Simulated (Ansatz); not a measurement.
# Na(110) slab, 5 layers: phonons and vibrational spectra, part 2 of 3

Aim: the vibrations of Na(110) slab, 5 layers, their spectra, and whether the structure is stable.

Ansatz 0.2.0; DFT PBEsol, scalar-relativistic, plane waves, PAW; PAW set soft_1.

So far: The starting structure; Bringing the structure to rest.

### 2. Bringing the structure to rest (continued)

ELF in the ac plane at fractional y = 0.000, with atoms of Na within 0.2 Å of it. It is the smooth field of the valence electrons, not physical close to the nuclei.

Ten even steps from '_' (0.00) to '@' (0.55), each cell a mean:
```
____________________________
____________________________
____________________________
____________________________
____________________________
____________________________
____________________________
____________________________
____________________________
____________________________
____________________________
____________________________
____________________________
::::::--====++++++====--::::
**##**::..::##@@**::..--**##
++++++++**##%%@@%%##**++++++
%%%%%%####%%%%%%%%%%####%%%%
******::..--**##++::..==****
****++****%%@@@@%%##**++++**
############################
******::..--##@@**::..==****
----::--==**%%%%##++--::::--
____________________________
____________________________
```
Columns run along a (3.6 Å), rows up along c (47.7 Å). Atoms in or near the plane, at fractional coordinates: Na at (0.00, 0.14), Na at (0.00, 0.26), Na at (0.00, 0.39).

### 3. Relaxing to small forces for the phonons

Phonons need a cell at rest on their own settings, so the relaxation is repeated with tight tolerances on forces and stress, using the mesh and the filling of the phonon run that follows.

File input.yaml:

```yaml
crystal:
  lattice:
    - [1.9617919921, 3.0397773695, 0.0]
    - [-1.9617919921, 3.0397773695, 0.0]
    - [0.0, 0.0, 47.728533196]
  atoms:
    - { symbol: Na, position: [0.0, 0.0, 0.1357069527] }
    - { symbol: Na, position: [0.5, 0.5, 0.1985238973] }
    - { symbol: Na, position: [0.0, 0.0, 0.2615233313] }
    - { symbol: Na, position: [0.5, 0.5, 0.3245227653] }
    - { symbol: Na, position: [0.0, 0.0, 0.3873397099] }
  periodic: [true, true, false]
kpoints:
  mp_grid: { grid: [12, 12, 1] }
hamiltonian:
  xc: pbesol
  pseudopotentials: { kind: paw, azcp: { folder: soft_1 }, xc_functional: pbe }
scf:
  occupations: { method: methfessel_paxton, width: 0.2 }
output:
  forces: true
  stress: true
  eigenvalues: true
  write_density: true
  write_potential: true
  elf: true
  volumetric_format: npy
relax:
  adjacent_minimum: "off"
  f_tol: 0.001
  max_steps: 60
  cell: { stress_2d_tol: 0.002 }
```

Command:

```bash
> ansatz run input.yaml --threads 4 --pin off --max-ram 16384MiB --backend cpu --events-out ev --progress --plain --runs-dir out
```

Numbers of over 12 decimals in the logs are rounded to 6 here.

What it wrote:

```text
[...]
Crystal: 5 atoms, lattice volume = 569.250 Å³
Basis set: ecut = 420 eV, 11059 PW (Γ), exchange–correlation on 50×50×640 points (8 copies of the dense FFT grid, shifted against one another)
Bands: 28, of which v1, the nominal top of the filled ones, is band 23 counted from 1 (22 counted from 0)
Symmetry: 8 space group operations
[...]
k-points: 43 of 144
[...]
cell:  # Å, volume = 567.5594 Å³
    - [1.949526, 3.049821, 0.0]
    - [-1.949526, 3.049821, 0.0]
    - [0.0, 0.0, 47.728533196]
  atoms:
    - { symbol: Na, position: [0, 0, 0.135279] }
    - { symbol: Na, position: [0.500000, 0.500000, 0.198283] }
    - { symbol: Na, position: [0, 0, 0.2615233313] }
    - { symbol: Na, position: [0.500000, 0.500000, 0.324763] }
    - { symbol: Na, position: [0, 0, 0.387768] }
[key lines of the parts left out:]
SCF converged after 9 iterations
Free energy (F): -7378.987613 eV
Fermi energy:    -2.936041 eV
P = ½ c Tr σ = 0.0007 N/m
```

Run time: 71 s. Hardware: 4 threads of Arm Neoverse V1, shared host; peak memory 1.1 GiB.

Relaxation path:

```csv
step,energy less that of the first step (eV),largest force component (eV/Å),volume (Å³)
1,0.0000,0.0018,569.25
2,0.0000,0.0012,569.14
3,-0.0002,0.0014,567.47
4,-0.0002,0.0043,566.82
5,-0.0003,0.0005,567.47
6,-0.0003,0.0001,567.56
7*,-0.0003,0.0001,567.56
```

Relaxation steps marked * repeat the geometry before them on a plane-wave basis chosen anew for their cell, so energy and pressure can jump there. Relaxation step 4 was tried and not accepted.

The run keeps the 8 symmetry operations that it works with, so distortions that break them were not tested.

```csv
cell as run,before,after,change
a (Å),3.618,3.620,+0.1 %
b (Å),3.618,3.620,+0.1 %
γ (°),65.67,65.18,-0.8 %
```

The atoms that moved most (Å, along periodic axes as changes of fractional coordinates times the final cell, across vacuum about the mean position):

```csv
atom,dx,dy,dz,length
Na1,0.000,0.000,-0.020,0.020
Na5,0.000,0.000,0.020,0.020
Na2,0.000,0.000,-0.011,0.011
Na4,0.000,0.000,0.011,0.011
```

This step gave:

- area per atom: 2.378 Å²

Electrostatic potential energy in the ac plane at fractional y = 0.000, with atoms of Na within 0.2 Å of it. With pseudopotentials it is smooth inside the atoms' cores, unlike the true potential.

Ten even steps from '0' (-13 eV) to '9' (0 eV), each cell a mean:
```
99999999999999
99999999999999
99999999999999
99999999999999
99999999999999
99999999999999
99999999999999
99999999999999
99999999999999
99999999999999
99999999999999
99999999999999
99999999999999
99999999999999
00146888876300
77888999998887
99999999999999
00146889876310
77888999998877
99999999999999
00146889876310
67788999998876
99999999999999
99999999999999
```
Columns run along a (3.6 Å; values clipped at the 3rd and 97th percentile), rows up along c (47.7 Å). Atoms in or near the plane, at fractional coordinates: Na at (0.00, 0.14), Na at (0.00, 0.26), Na at (0.00, 0.39).

Valence density in the ac plane at fractional y = 0.000, with atoms of Na within 0.2 Å of it. It is the smooth field of the valence electrons, not physical close to the nuclei.

Values in units of 1e0 e/Å³, 24 rows by 14 columns, each cell a mean:
```
0.0 0.0 0.0 0.0 0.0 0.0 0.0 0.0 0.0 0.0 0.0 0.0 0.0 0.0
0.0 0.0 0.0 0.0 0.0 0.0 0.0 0.0 0.0 0.0 0.0 0.0 0.0 0.0
0.0 0.0 0.0 0.0 0.0 0.0 0.0 0.0 0.0 0.0 0.0 0.0 0.0 0.0
0.0 0.0 0.0 0.0 0.0 0.0 0.0 0.0 0.0 0.0 0.0 0.0 0.0 0.0
0.0 0.0 0.0 0.0 0.0 0.0 0.0 0.0 0.0 0.0 0.0 0.0 0.0 0.0
0.0 0.0 0.0 0.0 0.0 0.0 0.0 0.0 0.0 0.0 0.0 0.0 0.0 0.0
0.0 0.0 0.0 0.0 0.0 0.0 0.0 0.0 0.0 0.0 0.0 0.0 0.0 0.0
0.0 0.0 0.0 0.0 0.0 0.0 0.0 0.0 0.0 0.0 0.0 0.0 0.0 0.0
0.0 0.0 0.0 0.0 0.0 0.0 0.0 0.0 0.0 0.0 0.0 0.0 0.0 0.0
0.0 0.0 0.0 0.0 0.0 0.0 0.0 0.0 0.0 0.0 0.0 0.0 0.0 0.0
0.0 0.0 0.0 0.0 0.0 0.0 0.0 0.0 0.0 0.0 0.0 0.0 0.0 0.0
0.0 0.0 0.0 0.0 0.0 0.0 0.0 0.0 0.0 0.0 0.0 0.0 0.0 0.0
0.0 0.0 0.0 0.0 0.0 0.0 0.0 0.0 0.0 0.0 0.0 0.0 0.0 0.0
0.0 0.0 0.0 0.0 0.0 0.0 0.0 0.0 0.0 0.0 0.0 0.0 0.0 0.0
8.1 4.9 1.3 0.2 0.1 0.0 0.0 0.0 0.0 0.0 0.1 0.3 2.0 5.8
0.1 0.1 0.0 0.0 0.0 0.0 0.0 0.0 0.0 0.0 0.0 0.0 0.0 0.1
0.0 0.0 0.0 0.0 0.0 0.0 0.0 0.0 0.0 0.0 0.0 0.0 0.0 0.0
8.0 4.9 1.3 0.2 0.1 0.0 0.0 0.0 0.0 0.0 0.1 0.3 2.0 5.8
0.1 0.1 0.1 0.0 0.0 0.0 0.0 0.0 0.0 0.0 0.0 0.0 0.1 0.1
0.0 0.0 0.0 0.0 0.0 0.0 0.0 0.0 0.0 0.0 0.0 0.0 0.0 0.0
8.0 4.9 1.3 0.2 0.1 0.0 0.0 0.0 0.0 0.0 0.1 0.3 1.9 5.8
0.1 0.1 0.0 0.0 0.0 0.0 0.0 0.0 0.0 0.0 0.0 0.0 0.0 0.1
0.0 0.0 0.0 0.0 0.0 0.0 0.0 0.0 0.0 0.0 0.0 0.0 0.0 0.0
0.0 0.0 0.0 0.0 0.0 0.0 0.0 0.0 0.0 0.0 0.0 0.0 0.0 0.0
```
Columns run along a (3.6 Å), rows up along c (47.7 Å). Atoms in or near the plane, at fractional coordinates: Na at (0.00, 0.14), Na at (0.00, 0.26), Na at (0.00, 0.39).

ELF in the ac plane at fractional y = 0.000, with atoms of Na within 0.2 Å of it. It is the smooth field of the valence electrons, not physical close to the nuclei.

Values, 24 rows by 14 columns, each cell a mean:
```
0.00 0.00 0.00 0.00 0.00 0.00 0.00 0.00 0.00 0.00 0.00 0.00 0.00 0.00
0.00 0.00 0.00 0.00 0.00 0.00 0.00 0.00 0.00 0.00 0.00 0.00 0.00 0.00
0.00 0.00 0.00 0.00 0.00 0.00 0.00 0.00 0.00 0.00 0.00 0.00 0.00 0.00
0.00 0.00 0.00 0.00 0.00 0.00 0.00 0.00 0.00 0.00 0.00 0.00 0.00 0.00
0.00 0.00 0.00 0.00 0.00 0.00 0.00 0.00 0.00 0.00 0.00 0.00 0.00 0.00
0.00 0.00 0.00 0.00 0.00 0.00 0.00 0.00 0.00 0.00 0.00 0.00 0.00 0.00
0.00 0.00 0.00 0.00 0.00 0.00 0.00 0.00 0.00 0.00 0.00 0.00 0.00 0.00
0.00 0.00 0.00 0.00 0.00 0.00 0.00 0.00 0.00 0.00 0.00 0.00 0.00 0.00
0.00 0.00 0.00 0.00 0.00 0.00 0.00 0.00 0.00 0.00 0.00 0.00 0.00 0.00
0.00 0.00 0.00 0.00 0.00 0.00 0.00 0.00 0.00 0.00 0.00 0.00 0.00 0.00
0.00 0.00 0.00 0.00 0.00 0.00 0.00 0.00 0.00 0.00 0.00 0.00 0.00 0.00
0.00 0.00 0.00 0.00 0.00 0.00 0.00 0.00 0.00 0.00 0.00 0.00 0.00 0.00
0.01 0.01 0.01 0.01 0.01 0.01 0.01 0.01 0.01 0.01 0.01 0.01 0.01 0.01
0.14 0.15 0.16 0.20 0.24 0.28 0.30 0.31 0.30 0.27 0.23 0.18 0.16 0.14
0.37 0.40 0.36 0.15 0.06 0.16 0.43 0.55 0.35 0.11 0.06 0.22 0.38 0.39
0.32 0.31 0.30 0.31 0.35 0.42 0.48 0.49 0.47 0.40 0.34 0.30 0.30 0.31
0.46 0.45 0.44 0.43 0.43 0.45 0.47 0.48 0.47 0.44 0.43 0.43 0.44 0.45
0.35 0.38 0.35 0.16 0.08 0.17 0.35 0.43 0.29 0.13 0.08 0.22 0.37 0.37
0.35 0.34 0.32 0.33 0.37 0.44 0.50 0.52 0.49 0.42 0.36 0.32 0.32 0.34
0.44 0.43 0.41 0.40 0.40 0.41 0.43 0.44 0.43 0.41 0.40 0.40 0.42 0.44
0.33 0.37 0.35 0.17 0.10 0.20 0.43 0.53 0.36 0.16 0.09 0.23 0.36 0.36
0.19 0.18 0.16 0.17 0.23 0.33 0.44 0.48 0.42 0.30 0.22 0.16 0.16 0.18
0.05 0.05 0.05 0.05 0.05 0.05 0.05 0.05 0.05 0.05 0.05 0.05 0.05 0.05
0.00 0.00 0.00 0.00 0.00 0.00 0.00 0.00 0.00 0.00 0.00 0.00 0.00 0.00
```
Columns run along a (3.6 Å), rows up along c (47.7 Å). Atoms in or near the plane, at fractional coordinates: Na at (0.00, 0.14), Na at (0.00, 0.26), Na at (0.00, 0.39).

The largest force component left is 0.098 meV/Å, within the tolerances set.

### 4. Modes at Γ

The zone centre comes first: it holds the modes that light can see, as far as symmetry allows. No field response is asked, since the mesh shows no gap.

input.yaml, the sections that differ from step 3:

```yaml
crystal:
  lattice:
    - [1.9495256958, 3.0498206452, 0.0]
    - [-1.9495256958, 3.0498206452, 0.0]
    - [0.0, 0.0, 47.728533196]
  atoms:
    - { symbol: Na, position: [0.0, 0.0, 0.1352790519] }
    - { symbol: Na, position: [0.5, 0.5, 0.1982831637] }
    - { symbol: Na, position: [0.0, 0.0, 0.2615233313] }
    - { symbol: Na, position: [0.5, 0.5, 0.3247634989] }
    - { symbol: Na, position: [0.0, 0.0, 0.3877676107] }
  periodic: [true, true, false]
output:
  eigenvalues: true
phonons:
  method: dfpt
# kpoints, hamiltonian, scf: as in step 3
# relax: removed
```

What it wrote:

```text
Warning: crystal.symmetry: narrowed to the stabiliser of the run's FFT grids — unitary ops 8 → 4. A phonons.method: dfpt run fills in the rows of the dynamical matrix that it does not solve by its symmetry operations, which is exact only for operations that map its FFT grids onto themselves: filled in by any other, the frequencies could depend on the order in which like atoms are typed, or, by more than the grids' own error, on where the crystal sits among the grids' points. Excluded: 4 operations. The run can therefore solve more perturbations, solve them on more k-points, or both, and cost more. [rest of the remark cut]
[...]
Crystal: 5 atoms, lattice volume = 567.559 Å³
Basis set: ecut = 420 eV, 10979 PW (Γ), exchange–correlation on 50×50×640 points (8 copies of the dense FFT grid, shifted against one another)
Bands: 28, of which v1, the nominal top of the filled ones, is band 23 counted from 1 (22 counted from 0)
Symmetry: 8 space group operations
k-points: 43 of 144 (irreducible under 4 space group operations)
[...]
SCF iter   1: F=—  HF=-7379.187926 eV  |F-HF|=—  |Δ(HF+E_count)|=         —  Δρ=4.30e-3  dr2=1.93e0  ethr=3.10e-3  ⟨swp⟩=10.5  Hψ=6716  notcnv=0
[...]
SCF iter  11: F=-7378.987613 eV  HF=-7378.987613 eV  |F-HF|=1.09e-10  |Δ(HF+E_count)|=  2.78e-10  S|Δr|=    0.00e0  Δρ=7.11e-9  dr2=3.26e-13  ethr=1.00e-12  ⟨swp⟩=12.0  Hψ=6408  notcnv=0
SCF 1 converged in 11 iterations: F = -7378.987613 eV  dr2 = 3.26e-13
[...]
DFPT response loops at Γ: preconditioner auto → none (partly filled bands, converged f_vac=0.650); β = 0.50; Broyden in place of MSR1
SCF converged after 11 iterations
[...]
Free energy (F): -7378.987613 eV
[...]
Internal energy: -7378.987279 eV  (E = F + TS)
E sigma→0 (E₀):  -7378.987529 eV
Entropy (-TS):   -0.000333 eV (-0.067 meV/atom)
Fermi energy:    -2.936041 eV
[...]
--- Band table (eV; the first three rows and the last of 43) ---
  k-point 0: bands = [... 19 lower, -27.6861, -6.1511, -5.7906, -5.1551, -4.2916, -3.2581, -2.3495, -1.0770, ... 1 higher]
  k-point 1: bands = [... 19 lower, -27.6871, -6.0514, -5.6915, -5.0569, -4.1945, -3.1623, -2.2587, -0.9826, ... 1 higher]
  k-point 2: bands = [... 19 lower, -27.6891, -5.7534, -5.3952, -4.7633, -3.9043, -2.8762, -1.9860, -0.7031, ... 1 higher]
  k-point 42: bands = [... 19 lower, -27.6965, -2.3388, -2.0214, -1.8821, -1.5161, -1.4428, -0.8867, -0.6319, ... 1 higher]
--- Phonons (Γ-DFPT): 15 representative perturbations + reference, on 43 of 144 k-points (Σ response iterations 63) ---
  ASR residual: 2.477e-5 → 0.000e0 eV/Å²; symmetrization residual: 8.620e-6 eV/Å²
  The last average, over the group as it would stand without the narrowing to the FFT grids, took up to 1.637e-6 eV/Å² of the zone centre's force constants
  ASR residual per site (eV/Å²): 1.67e-5 2.48e-5 1.19e-5 2.47e-5 1.09e-5
  Γ frequencies (cm⁻¹): -23.85 -20.41 -14.76 -7.65 0.00 0.00 0.00 25.55 42.83 49.00 67.45 78.58 78.62 107.31 129.68
  non-analytic LO–TO correction: not included (Born effective charges unavailable; polar crystals: no LO–TO splitting at Γ)
```

Elapsed: 5.4 min, on 4 threads; peak memory 2.4 GiB.

In the SCF lines HF is the Harris–Foulkes energy and dr2 the Hartree energy of the density residual, in eV; the loop may stop once dr2 is under the threshold and the program's other checks hold. Hψ counts applications of the Hamiltonian.

This step gave:

```yaml
sum_rule_residual_before_enforcement: 2.48e-5 eV/Å²
point_group: mmm
highest_optical_mode_at_the_zone_centre_no_lo_to_term: 129.7 cm⁻¹
lowest_optical_zone_centre_mode: -23.85 cm⁻¹
```

Patterns of degenerate modes are one choice out of their space. Modes at Γ (negative means imaginary):

```csv
mode,frequency (cm⁻¹),symmetry
1,-23.9,B2u
2,-20.4,B3g
3,-14.8,B2u
4,-7.7,B3g
5,0.0,acoustic
6,0.0,acoustic
7,0.0,acoustic
8,25.6,B2g
9,42.8,Ag
10,49.0,B3u
11,67.5,B2g
12,78.6,B1u
13,78.6,B3u
14,107.3,Ag
15,129.7,B1u
```

Displacements in mode 1 (-23.9 cm⁻¹), the largest set to 1:
```
Na1  0.00  0.33  0.00
Na2  0.00 -0.83  0.00
Na3  0.00  1.00  0.00
Na4  0.00 -0.83  0.00
Na5  0.00  0.33  0.00
```

Displacements in mode 8 (25.6 cm⁻¹), the largest set to 1:
```
Na1  1.00  0.00  0.00
Na2  0.63  0.00  0.00
Na3  0.00  0.00  0.00
Na4 -0.63  0.00  0.00
Na5 -1.00  0.00  0.00
```

Before it was imposed, the acoustic sum rule was missed by 2.5e-5 eV/Å². Small misses are needed for a sound result but don't prove that mesh and cutoff are converged. The lowest optical mode is imaginary, 23.9i cm⁻¹, so the energy falls along it.

[end of part 2 of 3]

[Logs are printed without paths, hosts, clocks, repeated set-up lines and the standing remarks that a program may print on its own settings, such as how far it seeks lower states.]

[Hosts, paths, dates, database ids (printed as entryN), source tags and the programs' standing remarks are cut or masked in the printed files.]
